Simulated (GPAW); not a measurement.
# puckered PAs monolayer in an electric field

Wanted: the out-of-plane polarisability of puckered PAs monolayer.

Method: GPAW, PAW setups; layer in a repeated cell with vacuum, relaxation of atoms and in-plane cell, in the first sound run; inputs show where later runs differ, in GPAW 26.7.0.

## 1. The structure

The cell holds 4 atoms: 2 P and 2 As. Cell: a = 4.690 Å, b = 3.500 Å, c = 20.360 Å, α = 90.0°, β = 90.0°, γ = 90.0°. Vacuum lies along c.

## 2. Relaxation

The atoms are relaxed first, since the surface dipole, and with it the work function, follows the positions of the outer layers.

Input file run.py:

```python
import json
import numpy as np
from ase import Atoms
from ase.filters import FrechetCellFilter
from ase.optimize import BFGS
from gpaw import GPAW, PW

slab = Atoms(
    ['P', 'As', 'As', 'P'],
    positions=[
        [0.42210, 0.00000, 9.00000],
        [1.92290, 1.75000, 9.10000],
        [4.26790, 0.00000, 11.26000],
        [2.76710, 1.75000, 11.36000]],
    cell=[[4.69, 0.0, 0.0], [0.0, 3.5, 0.0], [0.0, 0.0, 20.36]],
    pbc=[True, True, True])

slab.calc = GPAW(mode=PW(600), xc='PBE', kpts={'size': (6, 8, 1), 'gamma': True},
                 occupations={'name': 'fermi-dirac', 'width': 0.05}, nbands='160%',
                 convergence={'density': 1e-05}, maxiter=200,
                 symmetry={'tolerance': 1e-3}, txt='slab.txt')
result = {}
# The in-plane cell is free; stress needs a cell that repeats along all three vectors
path = []
opt = BFGS(FrechetCellFilter(slab, mask=[1, 1, 0, 0, 0, 1]), maxstep=0.2)
opt.attach(lambda: path.append((slab.get_potential_energy(), slab.positions.tolist(), slab.get_forces().tolist())))
result['relaxed'] = bool(opt.run(fmax=0.02, steps=45))
result['path'] = path
result['cell'] = slab.cell.tolist()
print('in-plane lattice', slab.cell.cellpar().round(4)[[0, 1, 5]])
energy = slab.get_potential_energy()
fermi = slab.calc.get_fermi_level()
v = slab.calc.get_electrostatic_potential().mean((0, 1)) - fermi
n = slab.calc.get_pseudo_density().mean((0, 1))
L = slab.cell[2, 2]
z = np.arange(len(v)) * L / len(v)
low, high = slab.positions[:, 2].min(), slab.positions[:, 2].max()
below, above = np.interp([low - 6.8, high + 6.8], z, v)
slopes = [np.interp(x, z, np.gradient(v, z)) for x in (low - 6.8, high + 6.8)]
eps = np.array([[slab.calc.get_eigenvalues(k, s) for k in range(len(slab.calc.get_ibz_k_points()))]
                for s in range(slab.calc.get_number_of_spins())]) - fermi
top, bottom = eps[eps < 0].max(), eps[eps > 0].min()
dipole = slab.get_dipole_moment()[2]
print(f'energy {energy:.4f} eV, Fermi level {fermi:.4f} eV, dipole {dipole:.5f} e A')
print(f'potential 6.8 A off the faces, from the Fermi level: lower {below:.4f} eV, upper {above:.4f} eV')
print(f'slope of the potential there: lower {slopes[0]:.5f}, upper {slopes[1]:.5f} eV/A')
print(f'nearest levels on the mesh: {top:.4f} and {bottom:.4f} eV')
print('magnetic moment', round(slab.get_magnetic_moment(), 3))
result.update(energy=energy, fermi=fermi, dipole=dipole, below=below, above=above, slopes=slopes, edges=[top, bottom],
              z=z.tolist(), v=v.tolist(), n=n.tolist(), positions=slab.positions.tolist(),
              forces=slab.get_forces(apply_constraint=False).tolist(), moments=slab.get_magnetic_moments().tolist())
json.dump(result, open('result.json', 'w'))
```

Run with:

```
> OMP_NUM_THREADS=1 OPENBLAS_NUM_THREADS=1 python run.py
```

Output:

```text
Step          Energy          fmax
BFGS:    0      -19.578313        1.095486
BFGS:    1      -19.642860        0.712093
BFGS:    2      -19.692853        0.181968
BFGS:    3      -19.694427        0.165125
BFGS:    4      -19.697421        0.150323
BFGS:    5      -19.701562        0.176542
BFGS:    6      -19.706251        0.189311
BFGS:    7      -19.709689        0.158262
BFGS:    8      -19.711502        0.126229
BFGS:    9      -19.712776        0.105102
BFGS:   10      -19.713866        0.104143
BFGS:   11      -19.714329        0.084531
BFGS:   12      -19.714541        0.062900
BFGS:   13      -19.714728        0.039013
BFGS:   14      -19.714917        0.028257
BFGS:   15      -19.715025        0.018543
in-plane lattice [ 4.7004  3.5041 90.    ]
energy -19.7150 eV, Fermi level -1.7278 eV, dipole -0.00004 e A
potential 6.8 A off the faces, from the Fermi level: lower 4.4037 eV, upper 4.4037 eV
slope of the potential there: lower 0.00001, upper -0.00002 eV/A
nearest levels on the mesh: -0.4655 and 0.4552 eV
magnetic moment 0.0
```

The job ended after 13 min (1 thread of Arm Neoverse V1, shared host; peak memory 0.48 GiB).

This step gave:

| Quantity | Value |
| --- | --- |
| dipole along the normal | -3.56e-5 e·Å |
| levels nearest the Fermi level on the mesh | -0.4655, 0.4552 eV from the Fermi level |

Table of electrostatic potential energy of an electron (without an applied field's), less the Fermi level, planar mean by z:

z (Å), electrostatic potential energy of an electron (without an applied field's), less the Fermi level, planar mean (eV) and a bar from the least value:
```
      0.0        4.4 ##############################
      0.5        4.4 ##############################
      1.0        4.4 ##############################
      1.5        4.4 ##############################
      2.0        4.4 ##############################
      2.5        4.4 ##############################
      3.0        4.4 ##############################
      3.5        4.4 ##############################
      4.0        4.4 ##############################
      4.5        4.4 ##############################
      5.0        4.4 ##############################
      5.5        4.4 ##############################
      6.0        4.4 ##############################
      6.5        4.4 ##############################
      7.0        4.3 ##############################
      7.5        3.8 #############################
      8.0        1.8 ###########################
      8.5       -6.0 #################
      9.0      -18.7 
      9.5       -9.1 #############
     10.0       -0.3 ########################
     10.5       -1.7 ######################
     11.0      -13.2 #######
     11.5      -16.3 ###
     12.0       -2.8 #####################
     12.5        2.7 ############################
     13.0        4.0 #############################
     13.5        4.3 ##############################
     14.0        4.4 ##############################
     14.5        4.4 ##############################
     15.0        4.4 ##############################
     15.5        4.4 ##############################
     16.0        4.4 ##############################
     16.5        4.4 ##############################
     17.0        4.4 ##############################
     17.5        4.4 ##############################
     18.0        4.4 ##############################
     18.5        4.4 ##############################
     19.0        4.4 ##############################
     19.5        4.4 ##############################
     20.0        4.4 ##############################
```

The pseudo valence density, planar mean oscillates, so the rows of the table below give means over windows of 0.85 Å about each position, cut where the curve ends. Its maxima inside the range that stand out by 2 % of the span (Å: e/Å³): 8.65: 0.326, 9.50: 0.322, 10.86: 0.322, 11.71: 0.326. Its minima: 8.99: 0.238, 10.18: 0.201, 11.37: 0.238.

Pseudo valence density, planar mean against z; means over each step:

z (Å), pseudo valence density, planar mean (e/Å³) and a bar:
```
     4.67      0.000 
     5.52      0.000 
     6.37      0.001 
     7.22      0.017 ##
     8.07      0.156 #################
     8.92      0.283 ##############################
     9.77      0.261 ############################
    10.62      0.266 ############################
    11.47      0.282 ##############################
    12.32      0.145 ###############
    13.17      0.015 ##
    14.02      0.001 
    14.87      0.000 
    15.72      0.000
```

The relaxation lowered the energy of the cell by 0.137 eV (energies extrapolated to zero smearing; the optimiser's log prints free energies). The largest force left on a free atom is 0.013 eV/Å.

## 3. Plane waves, PBE

With the geometry fixed, the planar mean of the potential gives the vacuum level on each side.

This step: GPAW, PAW setups; slab in vacuum (GPAW 26.7.0).

Edit run.py of step 2 so:

```diff
@@ -3,4 +3,2 @@
 from ase import Atoms
-from ase.filters import FrechetCellFilter
-from ase.optimize import BFGS
 from gpaw import GPAW, PW
@@ -10,22 +8,15 @@
     positions=[
-        [0.42210, 0.00000, 9.00000],
-        [1.92290, 1.75000, 9.10000],
-        [4.26790, 0.00000, 11.26000],
-        [2.76710, 1.75000, 11.36000]],
-    cell=[[4.69, 0.0, 0.0], [0.0, 3.5, 0.0], [0.0, 0.0, 20.36]],
-    pbc=[True, True, True])
+        [0.37123, -0.00000, 9.08283],
+        [1.97898, 1.75203, 9.00000],
+        [4.32917, 0.00000, 11.34989],
+        [2.72142, 1.75203, 11.26708]],
+    cell=[[4.70038, -0.0, 0.0], [-0.0, 3.50406, 0.0], [0.0, 0.0, 20.3499]],
+    pbc=[True, True, False])
 
-slab.calc = GPAW(mode=PW(600), xc='PBE', kpts={'size': (6, 8, 1), 'gamma': True},
+slab.calc = GPAW(mode=PW(400), xc='PBE', kpts={'size': (6, 8, 1), 'gamma': True},
                  occupations={'name': 'fermi-dirac', 'width': 0.05}, nbands='160%',
                  convergence={'density': 1e-05}, maxiter=200,
+                 poissonsolver={'dipolelayer': 'xy'},
                  symmetry={'tolerance': 1e-3}, txt='slab.txt')
 result = {}
-# The in-plane cell is free; stress needs a cell that repeats along all three vectors
-path = []
-opt = BFGS(FrechetCellFilter(slab, mask=[1, 1, 0, 0, 0, 1]), maxstep=0.2)
-opt.attach(lambda: path.append((slab.get_potential_energy(), slab.positions.tolist(), slab.get_forces().tolist())))
-result['relaxed'] = bool(opt.run(fmax=0.02, steps=45))
-result['path'] = path
-result['cell'] = slab.cell.tolist()
-print('in-plane lattice', slab.cell.cellpar().round(4)[[0, 1, 5]])
 energy = slab.get_potential_energy()
```

Output:

```text
energy -19.7112 eV, Fermi level -1.7261 eV, dipole -0.00003 e A
potential 6.8 A off the faces, from the Fermi level: lower 4.4033 eV, upper 4.4033 eV
slope of the potential there: lower 0.00002, upper -0.00002 eV/A
nearest levels on the mesh: -0.4656 and 0.4554 eV
magnetic moment 0.0
```

It took 41 s on 1 thread; peak memory 0.24 GiB.

Numbers from this step:

| Item | Value |
| --- | --- |
| dipole along the normal | -3.29e-5 e·Å |
| levels nearest the Fermi level on the mesh | -0.4656, 0.4554 eV from the Fermi level |
| upper work function | 4.403 eV |
| lower work function | 4.403 eV |
| upper ionisation energy | 4.869 eV |

Table of electrostatic potential energy of an electron (without an applied field's), less the Fermi level, planar mean by z:

z (Å), electrostatic potential energy of an electron (without an applied field's), less the Fermi level, planar mean (eV) and a bar from the least value:
```
      0.0        4.4 ##############################
      0.5        4.4 ##############################
      1.0        4.4 ##############################
      1.5        4.4 ##############################
      2.0        4.4 ##############################
      2.5        4.4 ##############################
      3.0        4.4 ##############################
      3.5        4.4 ##############################
      4.0        4.4 ##############################
      4.5        4.4 ##############################
      5.0        4.4 ##############################
      5.5        4.4 ##############################
      6.0        4.4 ##############################
      6.5        4.4 ##############################
      7.0        4.3 ##############################
      7.5        3.8 #############################
      8.0        1.7 ###########################
      8.5       -6.1 ################
      9.0      -18.7 
      9.5       -8.9 #############
     10.0       -0.3 ########################
     10.5       -1.7 ######################
     11.0      -13.3 #######
     11.5      -16.1 ###
     12.0       -2.7 #####################
     12.5        2.7 ############################
     13.0        4.0 #############################
     13.5        4.3 ##############################
     14.0        4.4 ##############################
     14.5        4.4 ##############################
     15.0        4.4 ##############################
     15.5        4.4 ##############################
     16.0        4.4 ##############################
     16.5        4.4 ##############################
     17.0        4.4 ##############################
     17.5        4.4 ##############################
     18.0        4.4 ##############################
     18.5        4.4 ##############################
     19.0        4.4 ##############################
     19.5        4.4 ##############################
     20.0        4.4 ##############################
```

The pseudo valence density, planar mean oscillates, so the rows of the table below give means over windows of 0.85 Å about each position, cut where the curve ends. Its maxima inside the range that stand out by 2 % of the span (Å: e/Å³): 8.69: 0.321, 9.54: 0.316, 10.81: 0.316, 11.66: 0.321. Its minima: 9.12: 0.247, 10.18: 0.201, 11.23: 0.247.

Pseudo valence density, planar mean against z; means over each step:

```
z (Å)  pseudo valence density, planar mean (e/Å³)
 4.67                                      9.9e-6
 5.52                                      1.2e-4
 6.37                                     0.00143
 7.22                                      0.0176
 8.07                                       0.158
 8.92                                       0.283
 9.77                                       0.261
10.62                                       0.266
11.47                                       0.282
12.32                                       0.144
13.17                                      0.0153
14.02                                     0.00124
14.87                                      1.0e-4
15.72                                      8.7e-6
```

The layer is gapped, so the Fermi level lies somewhere inside the gap, set by smearing and numerics, and these work functions are no property of the material; the band edges below the vacuum level are. The potential is flat to 1.5e-5 eV/Å where it is read, so the vacuum is wide enough.

## 4. In a field

A uniform field along the normal polarises the slab; the atoms stay fixed, so this is the electronic response alone.

Edit run.py of step 3 so:

```diff
@@ -4,2 +4,3 @@
 from gpaw import GPAW, PW
+from gpaw.external import ConstantElectricField
 
@@ -19,2 +20,3 @@
                  poissonsolver={'dipolelayer': 'xy'},
+                 external=ConstantElectricField(-0.2, [0, 0, 1]),
                  symmetry={'tolerance': 1e-3}, txt='slab.txt')
```

Output:

```text
energy -19.7200 eV, Fermi level -1.7290 eV, dipole -0.08724 e A
potential 6.8 A off the faces, from the Fermi level: lower 3.9277 eV, upper 4.8863 eV
slope of the potential there: lower 0.00003, upper -0.00000 eV/A
nearest levels on the mesh: -0.4647 and 0.4544 eV
magnetic moment 0.0
```

Elapsed: 56 s, on 1 thread; peak memory 0.27 GiB.

Numbers from this step:

| Quantity | Value |
| --- | --- |
| dipole along the normal | -0.08724 e·Å |
| levels nearest the Fermi level on the mesh | -0.4647, 0.4544 eV from the Fermi level |
| potential below the slab, the applied field's own ramp left out | 3.928 eV from the Fermi level |
| potential above the slab, the applied field's own ramp left out | 4.886 eV from the Fermi level |

Electrostatic potential energy of an electron (without an applied field's), less the Fermi level, planar mean against z:

z (Å), electrostatic potential energy of an electron (without an applied field's), less the Fermi level, planar mean (eV) and a bar from the least value:
```
        0        4.4 #############################
        1        3.9 #############################
        2        3.9 #############################
        3        3.9 #############################
        4        3.9 #############################
        5        3.9 #############################
        6        3.9 #############################
        7        3.8 #############################
        8        1.3 ##########################
        9      -18.9 
       10       -0.4 #######################
       11      -13.2 #######
       12       -2.4 #####################
       13        4.5 #############################
       14        4.9 ##############################
       15        4.9 ##############################
       16        4.9 ##############################
       17        4.9 ##############################
       18        4.9 ##############################
       19        4.9 ##############################
       20        4.8 ##############################
```

The dipole is now -0.0872 e Å, against -3.3e-5 in the run without a field.

(Part 1 of 3 ends here.)

[Logs are printed without paths, hosts, clocks, repeated set-up lines and the standing remarks that a program may print on its own settings, such as how far it seeks lower states.]

[Hosts, paths, dates, database ids (printed as entryN), source tags and the programs' standing remarks are cut or masked in the printed files.]
